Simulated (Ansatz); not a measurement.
## Alpha-Ga2S3 ferroelectric layer monolayer in a perpendicular field

Wanted: the out-of-plane response of the alpha-Ga2S3 ferroelectric layer monolayer. A positive field points along +c.

Calculated with Ansatz 0.2.0; plane-wave DFT, PBE-D3(BJ), Ansatz PAW.

### Step 1. The starting structure

The cell holds 5 atoms: 3 S and 2 Ga. Its edges and angles: a = 3.650 Å, b = 3.650 Å, c = 43.404 Å, α = 90.0°, β = 90.0°, γ = 120.0°. Vacuum lies along c.

### Step 2. Relaxing the slab

The starting cell is a guess, so the in-plane lattice and the atoms are relaxed first, with the slab cut off from its images along the normal.

Input file input.yaml:

```yaml
crystal:
  lattice:
    - [3.65, 0.0, 0.0]
    - [-1.825, 3.1609927238, 0.0]
    - [0.0, 0.0, 43.4042854862]
  atoms:
    - { symbol: S, position: [0.0, 0.0, 0.4285291139] }
    - { symbol: Ga, position: [0.3333333333, 0.6666666667, 0.454505918] }
    - { symbol: S, position: [0.3333333333, 0.6666666667, 0.5068049013] }
    - { symbol: Ga, position: [0.6666666667, 0.3333333333, 0.5426718865] }
    - { symbol: S, position: [0.0, 0.0, 0.5714708861] }
  periodic: [true, true, false]
kpoints:
  mp_grid: { grid: [12, 12, 1] }
hamiltonian:
  xc: pbe
  dispersion: d3bj
scf:
  occupations: { method: fermi_dirac, width: 0.05 }
  convergence: { dr2_threshold: 1.0e-09 }
relax:
  f_tol: 0.004
  max_steps: 90
  cell: {}
output:
  write_potential: true
  write_density: true
  volumetric_format: npy
```

On the command line:

```sh
$ ansatz run input.yaml --threads 2 --pin off --max-ram 3072MiB --backend cpu --events-out ev --progress --plain --runs-dir out
```

Numbers of over 12 decimals in the logs are rounded to 6 here.

Log:

```text
Warning: relax.cell: scf.convergence.dr2_threshold = 1e-9 eV is looser than the 1.90418979045e-10 eV advised for a relaxation that steers and ends on the stress (1e-10 eV for each atom of the cell: 5, times the square of relax.cell.stress_2d_tol = 0.05 N/m over 16.2 Å (the atoms' height at the walk's start and 5 Å past either face), 3.086e-2 GPa, over a crystal's default 0.05). What an SCF threshold leaves in a stress goes as its square root, and in the free energy as the threshold itself, and one threshold admits the most on a small cell: [figures from the program's tests cut] Set scf.convergence.dr2_threshold to 1.90418979045e-10 eV or tighter. [rest of the remark cut]
Engine: ansatz 0.2.0, aarch64-unknown-linux-gnu
Pseudopotentials: kind: paw
Pseudopotential: S, paw, valence charge 6, recommended cutoff 420 eV (normal), S.paw.azcp
Pseudopotential: Ga, paw, valence charge 13, recommended cutoff 420 eV (normal), Ga.paw.azcp
Functional definition: PBE
  parameter kappa = 0.804
  parameter beta = 0.066725
  exchange = pbe_x(kappa = kappa, mu = beta*pi^2/3)
  correlation = pbe_c(beta = beta)
Crystal: 5 atoms, lattice volume = 500.782 Å³
Basis set: ecut = 420 eV, 9649 PW (Γ), exchange–correlation on 50×50×600 points (8 copies of the dense FFT grid, shifted against one another)
Bands: 27, of which v1, the nominal top of the filled ones, is band 22 counted from 1 (21 counted from 0)
Symmetry: 6 space group operations
Space group: P3m1 (ITA 156), of the structure as read, at distance tolerance 7.9e-5 Å
k-points: 19 of 144 (time reversal used)
Non-local potential: S, projectors of the file, l = 0: 2, l = 1: 2, l = 2: 2
Non-local potential: Ga, projectors of the file, l = 0: 2, l = 1: 2, l = 2: 3, l = 3: 1
PAW form: soft (Blöchl's): semilocal exchange-correlation on the pseudo side does not see the compensation charge
PAW one-centre angular grid: S, 110 points (default); XC on 64 Gauss nodes
PAW one-centre angular grid: Ga, 590 points (default); XC on 64 Gauss nodes
Initial density: superposition of atomic densities (neutral atoms: chi_scale 0, normalization atom), corrected by the library's trained network
Initial wavefunctions: pseudopotential atomic-orbital guess
Functional: x = pbe(κ = 0.804, μ = 0.219515), c = pbe(β = 0.066725)
SCF iter   1: F=—  HF=-10276.291381 eV  |F-HF|=—  |Δ(HF+E_count)|=         —  Δρ=9.28e-4  dr2=5.02e-2  ethr=1.77e-3  ⟨swp⟩=12.2  Hψ=3593  notcnv=0
preconditioner: auto → Resta (q_TF=auto, 1.819 Å⁻¹)  ε∞=1.7  [insulator: Δε(μ)=1.601 eV  Ē_g=13.443 eV  σ=0.050 eV  W_gap=1.00  n_scr=24 (ndim 8)  ℏωp=11.0 eV  f_vac=0.771  D(μ)=0.00/eV (n_scr^D=0)  ε∞_Penn≈1.7  vacuum switching on, ρ_ref=1.3e-2 e/Å³]
SCF iter   2: F=—  HF=-10276.308723 eV  |F-HF|=—  |Δ(HF+E_count)|=   1.73e-2  Δρ=1.80e-3  dr2=2.57e-1  ethr=1.14e-4  ⟨swp⟩=4.8  Hψ=1361  notcnv=0  defer=11
SCF iter   3: F=—  HF=-10276.285986 eV  |F-HF|=—  |Δ(HF+E_count)|=   2.27e-2  Δρ=3.08e-4  dr2=1.40e-3  ethr=1.14e-4  ⟨swp⟩=3.7  Hψ=873  notcnv=0  defer=9
SCF iter   4: F=—  HF=-10276.286183 eV  |F-HF|=—  |Δ(HF+E_count)|=   1.97e-4  Δρ=1.64e-4  dr2=3.36e-4  ethr=3.18e-6  ⟨swp⟩=3.3  Hψ=1446  notcnv=0  defer=8
SCF iter   5: F=—  HF=-10276.286330 eV  |F-HF|=—  |Δ(HF+E_count)|=   1.47e-4  Δρ=6.06e-5  dr2=1.21e-5  ethr=7.65e-7  ⟨swp⟩=2.4  Hψ=728  notcnv=0  defer=8
SCF iter   6: F=—  HF=-10276.286300 eV  |F-HF|=—  |Δ(HF+E_count)|=   2.98e-5  Δρ=3.28e-5  dr2=3.63e-6  ethr=2.75e-8  ⟨swp⟩=2.8  Hψ=1092  notcnv=0  defer=8
SCF iter   7: F=—  HF=-10276.286293 eV  |F-HF|=—  |Δ(HF+E_count)|=   6.42e-6  Δρ=8.00e-6  dr2=3.44e-7  ethr=8.25e-9  ⟨swp⟩=3.3  Hψ=1209  notcnv=0  defer=8
SCF iter   8: F=—  HF=-10276.286294 eV  |F-HF|=—  |Δ(HF+E_count)|=   3.99e-7  Δρ=2.24e-6  dr2=2.76e-8  ethr=7.83e-10  ⟨swp⟩=2.9  Hψ=1078  notcnv=0  defer=8
SCF iter   9: F=—  HF=-10276.286294 eV  |F-HF|=—  |Δ(HF+E_count)|=   6.96e-8  Δρ=9.50e-7  dr2=9.02e-9  ethr=6.28e-11  ⟨swp⟩=2.7  Hψ=1082  notcnv=0  defer=8
SCF iter  10: F=-10276.286294 eV  HF=-10276.286294 eV  |F-HF|=4.97e-9  |Δ(HF+E_count)|=   1.74e-8  Δρ=2.91e-7  dr2=6.09e-10  ethr=2.27e-12  ⟨swp⟩=8.7  Hψ=4531  notcnv=0
SCF 1 converged in 10 iterations: F = -10276.286294 eV  dr2 = 6.09e-10
  greatest PAW one-centre occupation: 0.996 electrons in one spin orbital (limit 2), on the Ga atom at site 3 (counted from 0), in its partial waves of l = 2
relax step   1: F+E_penalty+E_count = -10276.28629396 eV  Δ(F+E_penalty+E_count) = +0.000e0 eV  max|allowed force component| = 1.054e0 eV/Å  Δτ_max = 0.0000 Å  P = -3.413 N/m  Ω = 500.782 Å³  fix = [c, alpha, beta]  reactions: c +0.000 N/m  (10 SCF iters, accepted)
Crystal: 5 atoms, lattice volume = 501.247 Å³
Basis set: ecut = 420 eV, 9673 PW (Γ), exchange–correlation on 50×50×600 points (8 copies of the dense FFT grid, shifted against one another)
Initial density: handed on by an earlier stage of this run
Initial wavefunctions: those handed on with the density
iter 1 solved again at ethr=1.50e-4 eV; its pass at ethr=3.10e-3 eV (dr2=6.59e-2 eV) is discarded
SCF iter   1: F=—  HF=-10276.412238 eV  |F-HF|=—  |Δ(HF+E_count)|=         —  Δρ=4.78e-3  dr2=7.33e-2  ethr=1.50e-4  ⟨swp⟩=2.1  Hψ=3867  notcnv=0
preconditioner: auto → Resta (q_TF=auto, 1.819 Å⁻¹)  ε∞=1.6  [insulator: Δε(μ)=1.637 eV  Ē_g=13.675 eV  σ=0.050 eV  W_gap=1.00  n_scr=24 (ndim 8)  ℏωp=11.0 eV  f_vac=0.779  D(μ)=0.00/eV (n_scr^D=0)  ε∞_Penn≈1.6  vacuum switching on, ρ_ref=1.4e-2 e/Å³]
SCF iter   2: F=—  HF=-10276.401788 eV  |F-HF|=—  |Δ(HF+E_count)|=   1.04e-2  Δρ=2.17e-3  dr2=2.02e-2  ethr=1.50e-4  ⟨swp⟩=3.7  Hψ=1029  notcnv=0  defer=2
SCF iter   3: F=—  HF=-10276.401275 eV  |F-HF|=—  |Δ(HF+E_count)|=   5.14e-4  Δρ=1.24e-3  dr2=1.76e-2  ethr=4.58e-5  ⟨swp⟩=3.7  Hψ=1018  notcnv=0  defer=3
SCF iter   4: F=—  HF=-10276.400168 eV  |F-HF|=—  |Δ(HF+E_count)|=   1.11e-3  Δρ=4.31e-4  dr2=9.98e-3  ethr=4.01e-5  ⟨swp⟩=2.8  Hψ=832  notcnv=0  defer=11
SCF iter   5: F=—  HF=-10276.399224 eV  |F-HF|=—  |Δ(HF+E_count)|=   9.44e-4  Δρ=1.71e-4  dr2=1.16e-4  ethr=2.27e-5  ⟨swp⟩=2.1  Hψ=633  notcnv=0  defer=11
SCF iter   6: F=—  HF=-10276.399275 eV  |F-HF|=—  |Δ(HF+E_count)|=   5.09e-5  Δρ=8.46e-5  dr2=2.98e-5  ethr=2.64e-7  ⟨swp⟩=3.2  Hψ=1066  notcnv=0  defer=11
SCF iter   7: F=—  HF=-10276.399254 eV  |F-HF|=—  |Δ(HF+E_count)|=   2.09e-5  Δρ=1.95e-5  dr2=1.37e-6  ethr=6.78e-8  ⟨swp⟩=2.8  Hψ=983  notcnv=0  defer=11
SCF iter   8: F=—  HF=-10276.399234 eV  |F-HF|=—  |Δ(HF+E_count)|=   2.05e-5  Δρ=4.89e-6  dr2=2.38e-7  ethr=3.12e-9  ⟨swp⟩=3.1  Hψ=1127  notcnv=0  defer=13
[...]
SCF iter   7: F=—  HF=-10276.428641 eV  |F-HF|=—  |Δ(HF+E_count)|=   4.72e-6  Δρ=1.08e-5  dr2=9.77e-7  ethr=1.47e-8  ⟨swp⟩=3.0  Hψ=984  notcnv=0  defer=1
SCF iter   8: F=—  HF=-10276.428617 eV  |F-HF|=—  |Δ(HF+E_count)|=   2.36e-5  Δρ=3.60e-6  dr2=4.47e-8  ethr=2.22e-9  ⟨swp⟩=2.6  Hψ=985  notcnv=0  defer=1
SCF iter   9: F=—  HF=-10276.428617 eV  |F-HF|=—  |Δ(HF+E_count)|=   2.62e-8  Δρ=1.35e-6  dr2=7.19e-9  ethr=1.02e-10  ⟨swp⟩=3.1  Hψ=1137  notcnv=0  defer=1
SCF iter  10: F=-10276.428617 eV  HF=-10276.428617 eV  |F-HF|=1.98e-10  |Δ(HF+E_count)|=   1.52e-9  Δρ=2.92e-7  dr2=3.04e-10  ethr=2.27e-12  ⟨swp⟩=9.5  Hψ=4667  notcnv=0
SCF 3 converged in 10 iterations: F = -10276.428617 eV  dr2 = 3.04e-10
relax step   3: F+E_penalty+E_count = -10276.42861709 eV  Δ(F+E_penalty+E_count) = -2.938e-2 eV  max|allowed force component| = 9.875e-2 eV/Å  Δτ_max = 0.0497 Å  P = -0.670 N/m  Ω = 493.268 Å³  energy of the carried Pulay correction = +2.995e-4 eV  fix = [c, alpha, beta]  reactions: c -0.000 N/m  (10 SCF iters, accepted)
[...]
relax step   4: F+E_penalty+E_count = -10276.43145577 eV  Δ(F+E_penalty+E_count) = -2.839e-3 eV  max|allowed force component| = 2.954e-2 eV/Å  Δτ_max = 0.0084 Å  P = -0.079 N/m  Ω = 489.041 Å³  energy of the carried Pulay correction = +4.699e-4 eV  fix = [c, alpha, beta]  reactions: c -0.000 N/m  (9 SCF iters, accepted)
[...]
relax step   5: F+E_penalty+E_count = -10276.43130169 eV  Δ(F+E_penalty+E_count) = +1.541e-4 eV  max|allowed force component| = 7.355e-2 eV/Å  Δτ_max = 0.0053 Å  P = -0.098 N/m  Ω = 488.550 Å³  energy of the carried Pulay correction = +4.898e-4 eV  fix = [c, alpha, beta]  (8 SCF iters, rejected (line search))
[...]
relax step   6: F+E_penalty+E_count = -10276.43161384 eV  Δ(F+E_penalty+E_count) = -1.581e-4 eV  max|allowed force component| = 7.020e-3 eV/Å  Δτ_max = 0.0027 Å  P = -0.017 N/m  Ω = 488.476 Å³  energy of the carried Pulay correction = +4.928e-4 eV  fix = [c, alpha, beta]  reactions: c -0.000 N/m  (8 SCF iters, accepted)
[...]
relax step   7: F+E_penalty+E_count = -10276.43161978 eV  Δ(F+E_penalty+E_count) = -5.937e-6 eV  max|allowed force component| = 1.281e-3 eV/Å  Δτ_max = 0.0003 Å  P = -0.002 N/m  Ω = 488.388 Å³  energy of the carried Pulay correction = +4.963e-4 eV  fix = [c, alpha, beta]  reactions: c -0.000 N/m  (6 SCF iters, accepted)
Initial wavefunctions: pseudopotential atomic-orbital guess (no wavefunctions were taken with the density)
iter 1 solved again at ethr=4.11e-7 eV; its pass at ethr=3.10e-3 eV (dr2=1.81e-4 eV) is discarded
SCF iter   1: F=—  HF=-10276.431200 eV  |F-HF|=—  |Δ(HF+E_count)|=         —  Δρ=1.23e-5  dr2=2.49e-7  ethr=4.11e-7  ⟨swp⟩=5.1  Hψ=5942  notcnv=0
eigensolver tolerance schedule: the retry pair's looser diagonalisation over-reported the residual by 725.98 of it (diagonalisation noise at 0.11 of the residual, at the tolerance the schedule requests for it); recorded, not acted on — ethr = c·dr2/N_el stays at c = 1.0e-1
SCF iter   2: F=—  HF=-10276.431101 eV  |F-HF|=—  |Δ(HF+E_count)|=   9.95e-5  Δρ=1.09e-5  dr2=2.51e-7  ethr=5.66e-10  ⟨swp⟩=3.9  Hψ=1501  notcnv=0
SCF iter   3: F=—  HF=-10276.431101 eV  |F-HF|=—  |Δ(HF+E_count)|=   9.00e-8  Δρ=1.90e-6  dr2=9.31e-8  ethr=5.66e-10  ⟨swp⟩=2.0  Hψ=860  notcnv=0
SCF iter   4: F=—  HF=-10276.431101 eV  |F-HF|=—  |Δ(HF+E_count)|=   6.56e-9  Δρ=1.69e-6  dr2=2.10e-7  ethr=2.12e-10  ⟨swp⟩=2.7  Hψ=1054  notcnv=0
SCF iter   5: F=—  HF=-10276.431101 eV  |F-HF|=—  |Δ(HF+E_count)|=   2.13e-8  Δρ=3.70e-7  dr2=1.92e-9  ethr=2.12e-10  ⟨swp⟩=2.4  Hψ=675  notcnv=0
SCF iter   6: F=-10276.431101 eV  HF=-10276.431101 eV  |F-HF|=3.44e-10  |Δ(HF+E_count)|=  2.98e-10  Δρ=2.00e-7  dr2=1.96e-10  ethr=2.27e-12  ⟨swp⟩=15.6  Hψ=4875  notcnv=0
SCF 8 converged in 6 iterations: F = -10276.431101 eV  dr2 = 1.96e-10
relax step   8: F+E_penalty+E_count = -10276.43110093 eV  Δ(F+E_penalty+E_count) = +5.189e-4 eV  max|allowed force component| = 1.305e-3 eV/Å  Δτ_max = 0.0000 Å  P = -0.000 N/m  Ω = 488.388 Å³  fix = [c, alpha, beta]  reactions: c -0.000 N/m  stress off target by 9.69e-5 N/m on what of the cell is left free  SCF on the basis re-selected at this cell (its energy is not comparable with the rows above)  (6 SCF iters)
basis re-selected at this cell: Δ(F+E_penalty+E_count) = +5.189e-4 eV, ΔP = +0.002 N/m vs the last step (what re-selecting the basis moved, of the pressure what is left beyond the Pulay correction that the steps carried, after the strain that the cell walked since its last selection, with what the two solves' SCF thresholds leave and, on support functions, any second-order correction that the steps lacked; it is no m [...]
WARN: The output density's exchange-correlation potential varies sharply where the density is thin. Do not read a vacuum level from v_tot or v_xc, or from such a field of the output density. On a cell that repeats whose density bears no net charge and no dipole along the vacuum's axis use v_es (v_loc + v_h of the components); under efield.dipole_correction with no amplitude use v_es + v_field, which holds any externa [...]
SCF converged after 6 iterations
Free energy (F): -10276.431101 eV
Harris-Foulkes:  -10276.431101 eV  (|F-HF|=3.44e-10)
Internal energy: -10276.431101 eV  (E = F + TS)
E sigma→0 (E₀):  -10276.431101 eV
Fermi energy:    -5.146152 eV
--- Per-component energies (eV) ---
  E_band       = -685.388802
  E_kinetic    = 551.146133
  E_local      = -134545.181289  (includes V_loc(G=0)·N_el)
  E_nonlocal   = 941.110760
  E_hartree    = 66796.523504
  E_xc         = -427.603265
  E_vxc        = -376.052481  (∫ρ·V_xc dr)
  E_paw        = -5785.725362  (= ΣΔE_a)
  E_vpaw       = -849.457161  (= ΣTr[D̂ρ^β])
  E_aug_tail   = -0.000211  (compensation charges beyond the density's cutoff)
  E_ewald      = 62194.506238
  E_disp       = -1.207611  (pairwise vdW)
  E_smearing   = -0.000000  (= −TS)
  E_closure    = -0.000000  (closes the sum)
  Σ components = -10276.431101   (vs F -10276.431101, Δ=0.00e0)
--- Forces (eV/Å), atoms counted from 1 ---
  atom   1  S     -0.00000000     0.00000000     0.00041972
  atom   2  Ga     0.00000000    -0.00000000    -0.00130549
  atom   3  S     -0.00000000     0.00000000     0.00105577
  atom   4  Ga     0.00000000     0.00000000    -0.00018710
  atom   5  S      0.00000000    -0.00000000     0.00001594
  max |Σ_I F_I| component: 1.16e-6 eV/Å
--- 2D stress c σ (N/m, compression-positive) ---
       -0.000097      -0.000000       0.000000
       -0.000000      -0.000097      -0.000000
        0.000000      -0.000000      -0.000000
  P = ½ c Tr σ = -0.0001 N/m
--- Band table (eV; the first three rows and the last of 19) ---
  k-point 0: bands = [... 18 lower, -6.3804, -6.3804, -6.2699, -6.2699, -4.2987, -2.9637, -1.5581, -1.1508, ... 1 higher]
  k-point 1: bands = [... 18 lower, -6.9400, -6.6807, -6.4378, -6.1159, -3.9126, -2.6542, -1.4832, -1.1432, ... 1 higher]
  k-point 2: bands = [... 18 lower, -7.2689, -7.1044, -6.8528, -6.0724, -3.4136, -2.5565, -1.7556, -0.7714, ... 1 higher]
  k-point 18: bands = [... 18 lower, -8.8535, -8.5249, -7.9901, -6.4805, -3.5436, -2.7806, -1.3266, -0.3807, ... 1 higher]
  the weakly bound empty levels are not read free of the cell's end (no_gap_told)
--- Relaxed structure (7 steps of the walk, 6 accepted, 1 SCFs on fresh bases) ---
  F+E_penalty+E_count = -10276.43110093 eV   max|allowed force component| = 1.305e-3 eV/Å   (the final SCF, on the basis selected at the relaxed cell)
  cell:  # Å, volume = 488.3882 Å³
    - [3.604549, 0, 0]
    - [-1.802275, 3.121631, 0]
    - [0, 0, 43.4042854862]
  atoms:
    - { symbol: S, position: [-1.4802973661453342e-17, -3.3306690739077814e-17, 0.431367] }
    - { symbol: Ga, position: [0.333333, 0.666667, 0.455812] }
    - { symbol: S, position: [0.333333, 0.666667, 0.506554] }
    - { symbol: Ga, position: [0.666667, 0.333333, 0.541917] }
    - { symbol: S, position: [-1.4802973661453342e-17, -3.3306690739077814e-17, 0.568332] }
```

Wall time 1.8 min (2 threads of Arm Neoverse V1, shared host); peak memory 0.7 GiB.

Step by step:

| step | energy less that of the first step (eV) | largest force component (eV/Å) | volume (Å³) |
| --- | --- | --- | --- |
| 1 | 0.0000 | 1.0536 | 500.78 |
| 2 | -0.1129 | 0.5835 | 501.25 |
| 3 | -0.1423 | 0.0987 | 493.27 |
| 4 | -0.1452 | 0.0295 | 489.04 |
| 5 | -0.1450 | 0.0735 | 488.55 |
| 6 | -0.1453 | 0.0070 | 488.48 |
| 7 | -0.1453 | 0.0013 | 488.39 |
| 8* | -0.1448 | 0.0013 | 488.39 |

Relaxation steps marked * repeat the geometry before them on a plane-wave basis chosen anew for their cell, so energy and pressure can jump there. Relaxation step 5 was tried and not accepted.

The run keeps the 6 symmetry operations that it works with, so distortions that break them were not tested.

| cell as run | before | after | change |
| --- | --- | --- | --- |
| a (Å) | 3.650 | 3.605 | -1.2 % |
| b (Å) | 3.650 | 3.605 | -1.2 % |

The atoms that moved most (Å, along periodic axes as changes of fractional coordinates times the final cell, across vacuum about the mean position):

| atom | dx | dy | dz | length |
| --- | --- | --- | --- | --- |
| S5 | 0.000 | 0.000 | -0.136 | 0.136 |
| S1 | 0.000 | 0.000 | 0.123 | 0.123 |
| Ga2 | 0.000 | 0.000 | 0.057 | 0.057 |
| Ga4 | 0.000 | 0.000 | -0.033 | 0.033 |
| S3 | 0.000 | 0.000 | -0.011 | 0.011 |

Final coordinates:

```xyz
5
Lattice="3.6045 0.0000 0.0000 -1.8023 3.1216 0.0000 0.0000 0.0000 43.4043" Properties=species:S:1:pos:R:3
S     0.0000    0.0000   18.7232
Ga    0.0000    2.0811   19.7842
S     0.0000    2.0811   21.9866
Ga    1.8023    1.0405   23.5215
S     0.0000    0.0000   24.6681
```

The lattice constant a goes from 3.650 to 3.605 Å.

(Continued in part 2 of 2.)

[Logs are printed without paths, hosts, clocks, repeated set-up lines and the standing remarks that a program may print on its own settings, such as how far it seeks lower states.]

[Hosts, paths, dates, database ids (printed as entryN), source tags and the programs' standing remarks are cut or masked in the printed files.]

[Maps of the electrostatic potential energy from Ansatz leave out the sawtooth potential of an applied field or a dipole correction, so their vacuum need not be flat; planar profiles and work functions include it.]
